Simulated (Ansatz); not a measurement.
Planning a run of Ansatz 0.2.0 on BaSrCeSnO6 (F-43m). The input:

```yaml
crystal:
  lattice:
    - [0.0, 4.3014619, 4.3014619]
    - [4.3014619, 0.0, 4.3014619]
    - [4.3014619, 4.3014619, 0.0]
  atoms:
    - { symbol: Ba, position: [0.25, 0.25, 0.25] }
    - { symbol: Sr, position: [0.75, 0.75, 0.75] }
    - { symbol: Ce, position: [0.0, 0.0, 0.0] }
    - { symbol: Sn, position: [0.5, 0.5, 0.5] }
    - { symbol: O, position: [0.741921, 0.258079, 0.258079] }
    - { symbol: O, position: [0.258079, 0.741921, 0.741921] }
    - { symbol: O, position: [0.741921, 0.741921, 0.258079] }
    - { symbol: O, position: [0.258079, 0.258079, 0.741921] }
    - { symbol: O, position: [0.258079, 0.741921, 0.258079] }
    - { symbol: O, position: [0.741921, 0.258079, 0.741921] }
kpoints:
  mp_grid: { grid: [4, 4, 4] }
  band_path:
    path:
      - [0.0, 0.0, 0.0]
      - [-0.5, -0.5, 0.0]
      - [-0.375, -0.375, 0.25]
      - [-0.375, 0.0, 0.375]
      - [0.0, 0.0, 0.5]
      - [-0.5, -0.25, 0.25]
    npoints: 1
hamiltonian:
  xc: hse06
  pseudopotentials: { kind: paw, azcp: { folder: soft_1 } }
scf:
  occupations: { method: fixed }
  n_extra_bands: 7
output:
  eigenvalues: true
```

```sh
ansatz run input.yaml --threads 2 --pin off --max-ram 92160MiB --backend cuda --events-out ev --progress --plain --runs-dir out --devices 1 --max-vram 13GiB
```

How long will it take on 1 × NVIDIA H100 80GB HBM3 (shared by 6 runs) with 2 threads of AMD EPYC 7R13 (Zen 3), shared host, and how much memory?

It took 39 s; on shared hardware allow 19 s to 78 s. Peak host memory was 1.5 GiB. The sizes that set the cost: 3119 plane waves a state, 8 irreducible k points and 21 SCF cycles.

Exact exchange couples every pair of k points and filled bands, so it costs far more than a semilocal run.

[Paths, hosts, dates, memory and timing lines, banners, echoed tables and standing remarks are left out of the program output.]

[Logs are printed without paths, hosts, clocks, repeated set-up lines and the standing remarks that a program may print on its own settings, such as how far it seeks lower states.]

[Runs of the session that timed out or met a known fault of the program may be left out.]

[Cells called generated may have been cut or substituted from an entry of the Crystallography Open Database or the Materials Project.]

[Hosts, paths, dates, database ids (printed as entryN), source tags and the programs' standing remarks are cut or masked in the printed files.]
